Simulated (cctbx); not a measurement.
**Cr5C3: solution and refinement**

Cell a = 5.7000 Å, b = 5.7000 Å, c = 11.1180 Å, α = 90.00°, β = 90.00°, γ = 90.00°; space group I4/mcm (no. 140); content Cr20 C12.

The data are simulated with cctbx, not measured: Mo Kα, λ = 0.71073 Å, to d = 0.84 Å, 70 % of the full sphere, strongest reflection 5000 counts, noise from counting, a 4 % proportional error and a noise floor of 4 counts (s.d.); no absorption, and some extinction, which the refinements don't model.

Charge flipping in P1 on plain amplitudes to 0.9 Å, δ = 1 σ, 10 % of the reflections treated as weak, 100 cycles:

```text
cycle      R  skewness
    0  0.667     0.40
    8  0.372     3.25
   16  0.268     3.27
   24  0.256     3.20
   32  0.255     3.17
   40  0.248     3.15
   48  0.236     3.12
   56  0.242     3.13
   64  0.236     3.02
   72  0.241     3.12
   80  0.244     3.04
   88  0.246     3.03
   96  0.244     2.97
origin shift          correlation  skewness
 0.312  0.564  0.252      0.915      3.69
 0.313  0.561  0.119      0.909      4.24
 0.274  0.616  0.326      0.871      1.96
 0.313  0.561  0.119      0.909      4.24
taken: symmetry correlation 0.909, skewness 4.24
peak      x       y       z  mult  height/sigma
Q1    0.1634  0.3366  0.3451   16      9.1
Q2    0.0000  0.0000  0.0000    4      8.1
Q3    0.0000  0.0000  0.2500    4      2.7
Q4    0.1327  0.3673  0.0000    8      1.8
Q5    0.0000  0.5000  0.1797    8      1.1
Q6    0.0000  0.3218  0.2500   16      0.9
Q7    0.2500  0.2500  0.2500    8      0.9
Q8    0.0667  0.4333  0.5000    8      0.7
Q9    0.0823  0.2502  0.1726   32      0.6
```

The origin is taken among those within 0.04 of the best correlation, by the skewness of the map.

It took 0.3 s on 1 thread of Arm Neoverse V2, with other jobs on the host, peak memory 0.07 GiB.

**Question.** Which peaks are atoms, and which elements?

Heights go roughly as Z and multiplicities must add up to the content. First model: Q1 = Cr1 (16 in the cell, height 9.1), Q2 = Cr2 (4 in the cell, height 8.1), Q3 = C1 (4 in the cell, height 2.7) and Q4 = C2 (8 in the cell, height 1.8). Against the true structure, Q1 is Cr, Q2 is Cr, Q3 is C and Q4 is C; the other peaks are not atoms.

Least squares on F², isotropic:

```text
Rint 0.047, 101 unique reflections to 0.84 A
cycle     R1     wR2    GooF  max shift (A)
   1  0.1087  0.2401   7.741   0.10602
   2  0.0394  0.0871   2.807   0.00002
final R1 0.0394 wR2 0.0871 GooF 2.807  parameters 7  data/parameter 14.4
atom        x        y        z      Ueq    occ   su(xyz)  su(Uiso or U11)
Cr1    0.16305  0.33695  0.34768   0.0103  1.000  0.00022  0.0006
Cr2    0.00000  0.00000  0.00000   0.0085  1.000  0.00000  0.0008
C1     0.00000  0.00000  0.25000   0.0194  1.000  0.00000  0.0046
C2     0.11955  0.38045  0.00000   0.0110  1.000  0.00193  0.0031
difference map: max 1.67 min -1.58 rms 0.29
Q1    0.1490  0.3510  0.3011   16    1.85  0.53 A from Cr1
Q2    0.1804  0.3196  0.3933   16    1.71  0.53 A from Cr1
Q3    0.0751  0.4249  0.4228   16    0.71  1.10 A from Cr1
Q4    0.1405  0.2065  0.1725   32    0.58  1.17 A from Cr1
Q5    0.0816  0.4184  0.2188   16    0.54  1.58 A from Cr1
```

Anisotropic refinement:

```text
Rint 0.047, 101 unique reflections to 0.84 A
cycle     R1     wR2    GooF  max shift (A)
   1  0.0394  0.0871   2.918   0.00201
   2  0.0147  0.0320   1.071   0.00000
final R1 0.0147 wR2 0.0320 GooF 1.071  parameters 14  data/parameter 7.2
atom        x        y        z      Ueq    occ   su(xyz)  su(Uiso or U11)
Cr1    0.16301  0.33699  0.34767   0.0103  1.000  0.00008  0.0003
Cr2    0.00000  0.00000  0.00000   0.0082  1.000  0.00000  0.0004
C1     0.00000  0.00000  0.25000   0.0174  1.000  0.00000  0.0028
C2     0.11980  0.38020  0.00000   0.0119  1.000  0.00078  0.0019
difference map: max 0.41 min -0.62 rms 0.14
Q1    0.1328  0.2002  0.3938   32    0.42  0.95 A from Cr1
Q2    0.0631  0.2971  0.0987   32    0.42  1.24 A from C2
Q3    0.1391  0.2118  0.1697   32    0.40  1.18 A from Cr1
Q4    0.2032  0.2968  0.2636   16    0.40  0.99 A from Cr1
Q5    0.0837  0.4163  0.4319   16    0.37  1.13 A from Cr1
Q6    0.0374  0.3410  0.3026   32    0.25  0.87 A from Cr1
```

**Reading.** The refinement ends at R1 = 0.0147, wR2 = 0.0320, GooF = 1.07, with difference density between -0.62 and 0.41 e/Å³. Every site matches the true model in element, within 0.001 Å r.m.s., up to an allowed shift of origin.

True model:

```
atom  mult.       x       y       z  Ueq (Å²)
 Cr1      4     1/2     1/2       0    0.0080
 Cr2     16  0.6630  0.1630  0.3477    0.0104
  C1      8  0.1199  0.3801       0    0.0105
  C2      4     1/2     1/2     1/4    0.0173
```

The model was made for the exercise: a known structure type with other elements put in, its volume estimated, not relaxed; displacement parameters are assumed.

[Middle refinement cycles are left out of these outputs.]

[Logs are printed without paths, hosts, clocks, repeated set-up lines and the standing remarks that a program may print on its own settings, such as how far it seeks lower states.]
